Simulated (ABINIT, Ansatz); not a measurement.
# Converging GW for TiNF (Pmmn) in ABINIT

Aim: raise bands and screening cutoff together for TiNF (Pmmn) and follow gap and time.

Main program and level: ABINIT 10.8.3; LDA and many-body steps on it, plane waves.

## (1) The starting structure

The structure is orthorhombic, space group Pmmn (No. 59). The conventional cell has a = 3.062 Å, b = 3.964 Å, c = 7.871 Å, α = 90.00°, β = 90.00°, γ = 90.00°. Ti has 4 N at 2.01 Å and 2 F at 2.04 Å nearest. N has 4 Ti at 2.01 Å nearest. Nearest to F lie 2 Ti at 2.04 Å. Farther neighbours and most contacts between anions are not listed.

The cell and positions are those that the Materials Project relaxed with its own functionals (PBE, PBE+U or r2SCAN), kept fixed.

## (2) Empty states on the mesh, 4×2×1 mesh, 195 bands

This step: ABINIT 10.8.3; DFT, LDA, plane waves, norm-conserving pseudopotentials.

The sums over transitions need many empty states on a uniform mesh; this step solves for them.

run.abi

```
acell 3*1.0 Angstrom
rprim 
  3.062004000000 0.000000000000 0.000000000000
  0.000000000000 3.964387000000 0.000000000000
  0.000000000000 0.000000000000 7.870826000000
ntypat 3
znucl 22 7 9
natom 6
typat 1 1 2 2 3 3
xred 
  0.500000000000 0.000000000000 0.895914000000
  0.000000000000 0.500000000000 0.104086000000
  0.500000000000 0.500000000000 0.939316000000
  0.000000000000 0.000000000000 0.060684000000
  0.000000000000 0.000000000000 0.724624000000
  0.500000000000 0.500000000000 0.275376000000
pp_dirpath "pseudos"
pseudos "Ti.upf, N.upf, F.upf"
ecut 38
ngkpt 4 2 1
nshiftk 1
shiftk 0 0 0
kptopt 1
chksymbreak 0
iscf -2
irdden 1
istwfk *1
nband 195
nbdbuf 16
tolwfr 1e-09
nstep 60
prtvol 0
indata_prefix "in"
outdata_prefix "out"
tmpdata_prefix "tmp"
```

On the command line:

```bash
OMP_NUM_THREADS=1 mpirun -n 4 abinit run.abi > log
```

Numbers of over 12 decimals in the logs are rounded to 6 here.

Output:

```text
.Version 10.8.3 of ABINIT. v10.8.2 released Aug 2026.

 Symmetries : space group Pm m n (# 59); Bravais oP (primitive ortho.)
[... echo of the input left out ...]
== DATASET  1 ==================================================================
-   mpi_nproc: 4, omp_nthreads: 1 (-1 if OMP is not activated)

--- !DatasetInfo
iteration_state: {dtset: 1, }
dimensions: {natom: 6, nkpt: 6, mband: 195, nsppol: 1, nspinor: 1, nspden: 1, mpw: 7264, }
cutoff_energies: {ecut:  38.0, pawecutdg:  -1.0, }
[...]
2.80370    2.81798    2.82777    2.82933    2.83590    2.85878    2.88026    2.88722
   2.89102    2.90353    2.91908    2.92041    2.92081    2.92178    2.94130    2.96033
   2.96866    2.97509    2.97854
 prteigrs : prtvol=0 or 1, do not print more k-points.

== END DATASET(S) ==============================================================
================================================================================

 -outvars: echo values of variables after computation  --------
            nband         195
             nkpt           6
          spgroup          59
 [... the other variables as echoed above ...]

 Calculation completed.
```

Elapsed: 2.3 min, on 4 MPI ranks of Arm Neoverse V1, shared host; peak memory 0.47 GiB.

This step gave:

| Property | Result |
| --- | --- |
| gap | 0.6504 eV |
| k of the valence top | 0, 0, 0 |
| k of the conduction bottom | 0, 0, 0 |
| least direct gap | 0.6504 eV |
| k points computed | 6 |
| lowest point of the top converged band, above the valence top | 73.1271 eV |

On this mesh the gap is 0.650 eV.

The density comes from a self-consistent run that is not shown.

## (3) Screening, 4×2×1 mesh, 43 bands, screening to 62.6 eV

The RPA dielectric matrix is built and inverted for each q.

This step: RPA screening on LDA, plane waves, norm-conserving pseudopotentials.

run.abi: that of step 2 with these lines changed.

```diff
@@ -24,10 +24,11 @@
 chksymbreak 0
-iscf -2
-irdden 1
 istwfk *1
-nband 195
-nbdbuf 16
-tolwfr 1e-09
-nstep 60
-prtvol 0
+occopt 1
+irdwfk 1
+optdriver 3
+nband 43
+ecuteps 2.3
+inclvkb 2
+awtr 1
+symchi 1
 indata_prefix "in"
```

Output:

```text
.Version 10.8.3 of ABINIT. v10.8.2 released Aug 2026.

 Symmetries : space group Pm m n (# 59); Bravais oP (primitive ortho.)
[... echo of the input left out ...]
== DATASET  1 ==================================================================
-   mpi_nproc: 4, omp_nthreads: 1 (-1 if OMP is not activated)

--- !DatasetInfo
iteration_state: {dtset: 1, }
dimensions: {natom: 6, nkpt: 6, mband: 43, nsppol: 1, nspinor: 1, nspden: 1, mpw: 7264, }
cutoff_energies: {ecut:  38.0, pawecutdg:  -1.0, }
electrons: {nelect:   4.80000000E+01, charge:   0.00000000E+00, occopt:   1.00000000E+00, tsmear:   1.00000000E-02, }

 SCREENING: Calculation of the susceptibility and dielectric matrices

 Based on a program developped by R.W. Godby, V. Olevano, G. Onida, and L. Reining.
 Incorporated in ABINIT by V. Olevano, G.-M. Rignanese, and M. Torrent.
.Using double precision arithmetic ; gwpc =  8

[... cell and pseudopotentials left out ...]
--------------------------------------------------------------------------------

 ==== K-mesh for the wavefunctions ====
 Number of points in the irreducible wedge :     6
[... list of points left out ...]
 Together with  8 symmetry operations and time-reversal symmetry
 yields     8 points in the full Brillouin Zone.

 ==== Q-mesh for the screening function ====
 Number of points in the irreducible wedge :     6
[... list of points left out ...]
 Together with  8 symmetry operations and time-reversal symmetry
 yields     8 points in the full Brillouin Zone.

 setmesh: FFT mesh size selected  =    24x   30x   54
          total number of points  =        38880

 vcoul_init : cutoff-mode = AUXILIARY_FUNCTION
 q-points for optical limit:   1
     1)      0.000010    0.000020    0.000030

- screening: taking advantage of time-reversal symmetry
- Maximum band index for partially occupied states nbvw = 24
- Remaining bands to be divided among processors   nbcw = 19
- Number of bands treated by each node ~4

 Number of electrons calculated from density =   48.0000; Expected =   48.0000
 average of density, n =  0.074446
 r_s =    1.4747
 omega_plasma =   26.3195 [eV]

 calculating chi0 at frequencies [eV] :
  1    0.000000E+00    0.000000E+00
  2    0.000000E+00    2.631945E+01

--------------------------------------------------------------------------------
  q-point number  1        q = ( 0.000000, 0.000000, 0.000000) [r.l.u.]
--------------------------------------------------------------------------------
[... chi0 elements left out ...]
 For q-point:  0.000010 0.000020 0.000030
  dielectric constant =  12.1627
  dielectric constant without local fields =  13.0319

  Average fulfillment of the sum rule on Im[epsilon] for q-point    1 :     25.09  [%]
[... wings left out ...]
  q-point number  2        q = ( 0.250000, 0.000000, 0.000000) [r.l.u.]
--------------------------------------------------------------------------------
[... chi0 elements left out ...]
  Average fulfillment of the sum rule on Im[epsilon] for q-point    2 :     31.05  [%]

 [... 4 further q-points ...]
```

It took 11 s on 4 MPI ranks; peak memory 0.86 GiB.

Numbers from this step:

```yaml
eps_infinity_with_local_fields_on_this_mesh_along_the_program_s_q_direction: 12.16
the_same_without_local_fields: 13.03
plasma_frequency: 26.32 eV
plane_waves_in_the_screening_matrix: 101
```

Local fields lower ε∞ by 7 %. On a Γ-centred mesh this coarse the value itself is usually too large, while a short band sum pulls it down.

## (4) 43 bands, 62.6 eV

The self-energy is evaluated for the states that the input lists, and the levels follow from it, in one-shot runs by the linearised quasiparticle equation.

This step: G0W0 on LDA, plane waves, norm-conserving pseudopotentials.

run.abi: that of step 3 with these lines changed.

```diff
@@ -27,8 +27,15 @@
 irdwfk 1
-optdriver 3
+optdriver 4
 nband 43
+gwcalctyp 0
+ecutsigx 38
+symsigma 1
+nkptgw 1
+kptgw 
+  0.0000000000 0.0000000000 0.0000000000
+bdgw 
+  23 26
 ecuteps 2.3
-inclvkb 2
-awtr 1
-symchi 1
+irdscr 1
+ppmodel 1
 indata_prefix "in"
```

Output:

```text
.Version 10.8.3 of ABINIT. v10.8.2 released Aug 2026.

 Symmetries : space group Pm m n (# 59); Bravais oP (primitive ortho.)
[... echo of the input left out ...]
== DATASET  1 ==================================================================
-   mpi_nproc: 4, omp_nthreads: 1 (-1 if OMP is not activated)

--- !DatasetInfo
iteration_state: {dtset: 1, }
dimensions: {natom: 6, nkpt: 6, mband: 43, nsppol: 1, nspinor: 1, nspden: 1, mpw: 7264, }
cutoff_energies: {ecut:  38.0, pawecutdg:  -1.0, }
electrons: {nelect:   4.80000000E+01, charge:   0.00000000E+00, occopt:   1.00000000E+00, tsmear:   1.00000000E-02, }

 SIGMA: Calculation of the GW corrections

 Based on a program developped by R.W. Godby, V. Olevano, G. Onida, and L. Reining.
 Incorporated in ABINIT by V. Olevano, G.-M. Rignanese, and M. Torrent.
.Using double precision arithmetic ; gwpc =  8

[... cell and pseudopotentials left out ...]
--------------------------------------------------------------------------------

 ==== K-mesh for the wavefunctions ====
 Number of points in the irreducible wedge :     6
[... list of points left out ...]
 Together with  8 symmetry operations and time-reversal symmetry
 yields     8 points in the full Brillouin Zone.

 ==== Q-mesh for screening function ====
 Number of points in the irreducible wedge :     6
[... list of points left out ...]
 Together with  8 symmetry operations and time-reversal symmetry
 yields     8 points in the full Brillouin Zone.

 vcoul_init : cutoff-mode = AUXILIARY_FUNCTION
 q-points for optical limit:   1
     1)      0.000010    0.000020    0.000030
 setmesh: FFT mesh size selected  =    40x   48x   90
          total number of points  =       172800

 Number of electrons calculated from density =   48.0000; Expected =   48.0000
 average of density, n =  0.074446
 r_s =    1.4747
 omega_plasma =   26.3195 [eV]

 === KS Band Gaps ===
  >>>> For spin  1
   Minimum direct gap =   0.6503 [eV], located at k-point      :   0.0000  0.0000  0.0000
   Fundamental gap    =   0.6503 [eV], Top of valence bands at :   0.0000  0.0000  0.0000
                                       Bottom of conduction at :   0.0000  0.0000  0.0000
 SIGMA fundamental parameters:
 PLASMON POLE MODEL  1
 number of plane-waves for SigmaX                 7201
 number of plane-waves for SigmaC and W            101
 number of plane-waves for wavefunctions          7201
 number of bands                                    43
 number of independent spin polarizations            1
 number of spinorial components                      1
 number of k-points in IBZ                           6
 number of q-points in IBZ                           6
 number of symmetry operations                       8
 number of k-points in BZ                            8
 number of q-points in BZ                            8
 number of frequencies for dSigma/dE                 9
 frequency step for dSigma/dE [eV]                0.25
 number of omega for Sigma on real axis              0
 max omega for Sigma on real axis  [eV]           0.00
 zcut for avoiding poles [eV]                     0.10

 EPSILON^-1 parameters (SCR file):
 dimension of the eps^-1 matrix on file            101
 dimension of the eps^-1 matrix used               101
 number of plane-waves for wavefunctions          7201
 number of bands                                    43
 number of q-points in IBZ                           6
 number of frequencies                               2
 number of real frequencies                          1
 number of imag frequencies                          1

 matrix elements of self-energy operator (all in [eV])

 Perturbative Calculation

--- !SelfEnergy_ee
iteration_state: {dtset: 1, }
kpoint     : [   0.000,    0.000,    0.000, ]
spin       : 1
KS_gap     :    0.650
QP_gap     :    1.652
Delta_QP_KS:    1.001
data: !SigmaeeData |
     Band     E0 <VxcDFT>   SigX SigC(E0)      Z dSigC/dE  Sig(E)    E-E0       E
       23   0.845 -18.918 -21.915   4.090   0.731  -0.367 -18.118   0.799   1.644
       24   2.090 -18.198 -20.429   3.641   0.738  -0.355 -17.157   1.041   3.131
       25   2.741 -19.714 -12.313  -4.593   0.727  -0.375 -17.672   2.042   4.783
       26   3.491 -20.364 -12.138  -5.360   0.715  -0.398 -18.314   2.050   5.541

== END DATASET(S) ==============================================================
================================================================================

 -outvars: echo values of variables after computation  --------
           etotal      0.0000000000E+00
            nband          43
             nkpt           6
          spgroup          59
 [... the other variables as echoed above ...]

 Calculation completed.
```

Run time: 4.7 s. Hardware: 4 MPI ranks; peak memory 0.23 GiB; 18 s of CPU time.

Numbers from this step:

```
G0W0 gap on the points computed              : 1.652 eV
starting gap on the mesh                     : 0.6504 eV
k of the valence top                         : 0, 0, 0
k of the conduction bottom                   : 0, 0, 0
Z at the valence top                         : 0.738
Z at the conduction bottom                   : 0.727
least direct G0W0 gap on the computed points : 1.652 eV
```

The gap on the mesh goes from 0.65 eV to 1.65 eV, a correction of +1.00 eV.

## (5) Screening, 4×2×1 mesh, 87 bands, screening to 114.3 eV

This step: RPA screening on LDA, plane waves, norm-conserving pseudopotentials.

run.abi: that of step 4 with these lines changed.

```diff
@@ -27,15 +27,8 @@
 irdwfk 1
-optdriver 4
-nband 43
-gwcalctyp 0
-ecutsigx 38
-symsigma 1
-nkptgw 1
-kptgw 
-  0.0000000000 0.0000000000 0.0000000000
-bdgw 
-  23 26
-ecuteps 2.3
-irdscr 1
-ppmodel 1
+optdriver 3
+nband 87
+ecuteps 4.2
+inclvkb 2
+awtr 1
+symchi 1
 indata_prefix "in"
```

Output:

```text
.Version 10.8.3 of ABINIT. v10.8.2 released Aug 2026.

 Symmetries : space group Pm m n (# 59); Bravais oP (primitive ortho.)
[... echo of the input left out ...]
== DATASET  1 ==================================================================
-   mpi_nproc: 4, omp_nthreads: 1 (-1 if OMP is not activated)

--- !DatasetInfo
iteration_state: {dtset: 1, }
dimensions: {natom: 6, nkpt: 6, mband: 87, nsppol: 1, nspinor: 1, nspden: 1, mpw: 7264, }
cutoff_energies: {ecut:  38.0, pawecutdg:  -1.0, }
electrons: {nelect:   4.80000000E+01, charge:   0.00000000E+00, occopt:   1.00000000E+00, tsmear:   1.00000000E-02, }

 SCREENING: Calculation of the susceptibility and dielectric matrices

 Based on a program developped by R.W. Godby, V. Olevano, G. Onida, and L. Reining.
 Incorporated in ABINIT by V. Olevano, G.-M. Rignanese, and M. Torrent.
.Using double precision arithmetic ; gwpc =  8

[... cell and pseudopotentials left out ...]
--------------------------------------------------------------------------------

 ==== K-mesh for the wavefunctions ====
 Number of points in the irreducible wedge :     6
[... list of points left out ...]
 Together with  8 symmetry operations and time-reversal symmetry
 yields     8 points in the full Brillouin Zone.

 ==== Q-mesh for the screening function ====
 Number of points in the irreducible wedge :     6
[... list of points left out ...]
 Together with  8 symmetry operations and time-reversal symmetry
 yields     8 points in the full Brillouin Zone.

 setmesh: FFT mesh size selected  =    24x   30x   60
          total number of points  =        43200

 vcoul_init : cutoff-mode = AUXILIARY_FUNCTION
 q-points for optical limit:   1
     1)      0.000010    0.000020    0.000030

- screening: taking advantage of time-reversal symmetry
- Maximum band index for partially occupied states nbvw = 24
- Remaining bands to be divided among processors   nbcw = 63
- Number of bands treated by each node ~15

 Number of electrons calculated from density =   48.0000; Expected =   48.0000
 average of density, n =  0.074446
 r_s =    1.4747
 omega_plasma =   26.3195 [eV]

 calculating chi0 at frequencies [eV] :
  1    0.000000E+00    0.000000E+00
  2    0.000000E+00    2.631945E+01

--------------------------------------------------------------------------------
  q-point number  1        q = ( 0.000000, 0.000000, 0.000000) [r.l.u.]
--------------------------------------------------------------------------------
[... chi0 elements left out ...]
 For q-point:  0.000010 0.000020 0.000030
  dielectric constant =  12.1437
  dielectric constant without local fields =  13.2428

  Average fulfillment of the sum rule on Im[epsilon] for q-point    1 :     46.08  [%]
[... wings left out ...]
  q-point number  2        q = ( 0.250000, 0.000000, 0.000000) [r.l.u.]
--------------------------------------------------------------------------------
[... chi0 elements left out ...]
  Average fulfillment of the sum rule on Im[epsilon] for q-point    2 :     52.13  [%]

 [... 4 further q-points ...]
```

Run time: 30 s. Hardware: 4 MPI ranks; peak memory 1.2 GiB; 2 min of CPU time.

Numbers from this step:

- ε∞ with local fields, on this mesh, along the program's q direction: 12.14
- the same without local fields: 13.24
- plasma frequency: 26.32 eV
- plane waves in the screening matrix: 283

(Part 1 of 2 ends here.)

[Paths, hosts, dates, memory and timing lines, banners, echoed tables and standing remarks are left out of the program output.]

[Logs are printed without paths, hosts, clocks, repeated set-up lines and the standing remarks that a program may print on its own settings, such as how far it seeks lower states.]

[Runs of the session that timed out or met a known fault of the program may be left out.]

[Hosts, paths, dates, database ids (printed as entryN), source tags and the programs' standing remarks are cut or masked in the printed files.]

[G0W0 gaps are taken among the corrected bands and points alone; a level outside them can change the order at an edge.]

[Where Ansatz stands beside ABINIT at settings called matched, ABINIT's density can come from a denser mesh and the files from another edition; pairs whose starting gaps differed by over 0.03 eV were left out, so agreement reads better than it is.]
